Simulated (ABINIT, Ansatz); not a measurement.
Computed results, one entry a study.

```
! title: A GW chain in ABINIT: SF6 (Im-3m)
! method: RPA screening on LDA, plane waves, norm-conserving pseudopotentials (and 2 further levels or steps)
! program: ABINIT 10.8.3
! settings: cutoff 36 Ha, PseudoDojo scalar-relativistic 0.4.1 standard, norm-conserving, ngkpt (2, 2, 2), nband 70, ecuteps 3.6 Ha, inclvkb 2, shiftk (0, 0, 0), symchi 1, awtr 1, frequency ppm, 2×2×2 k-mesh
! cost: 5 runs, 2.9 min in all on 4 MPI ranks of Arm Neoverse N1, shared host
! notes: The program’s warnings: nproc spkpt=  >= nkpt= * nsppol=. The cell and positions are those that the Materials Project relaxed with its own functionals (PBE, PBE+U or r2SCAN), kept fixed. The 2×2×2 mesh is coarse for this cell, which bears on the long-range parts of exchange and screening.
! LDA gap: 6.13 eV, direct
! G0W0 gap on the mesh: 12.11 eV
! GW settings: 2×2×2 mesh, 70 bands, screening to 98 eV, Godby-Needs plasmon pole
! known limits: short of the basis limit; coarse k mesh
CELL_PARAMETERS angstrom
-2.87350 2.87350 2.87350
2.87350 -2.87350 2.87350
2.87350 2.87350 -2.87350
ATOMIC_POSITIONS crystal
S 0.00000 0.00000 0.00000
F 0.72563 0.72563 0.00000
F 0.27437 0.27437 0.00000
F 0.00000 0.27437 0.27437
F 0.00000 0.72563 0.72563
F 0.72563 0.00000 0.72563
F 0.27437 0.00000 0.27437
```

[Long decimals in the printed logs are rounded to 6 places.]

[Logs are printed without paths, hosts, clocks, repeated set-up lines and the standing remarks that a program may print on its own settings, such as how far it seeks lower states.]

[Paths, hosts, dates, memory and timing lines, banners, echoed tables and standing remarks are left out of the program output; an Ansatz launch command may be rebuilt from the run's recorded settings. Measured values are a selection of at most five: reports struck by readers or far from the other reports are left out. None is set beside runs whose start may be inverted or whose files or cutoffs have a known fault.]

[Runs of the session that timed out or met a known fault of the program may be left out.]

[Hosts, paths, dates, database ids (printed as entryN), source tags and the programs' standing remarks are cut or masked in the printed files.]

[G0W0 gaps are taken among the corrected bands and points alone; a level outside them can change the order at an edge.]

[Where Ansatz stands beside ABINIT at settings called matched, ABINIT's density can come from a denser mesh and the files from another edition; pairs whose starting gaps differed by over 0.03 eV were left out, so agreement reads better than it is.]
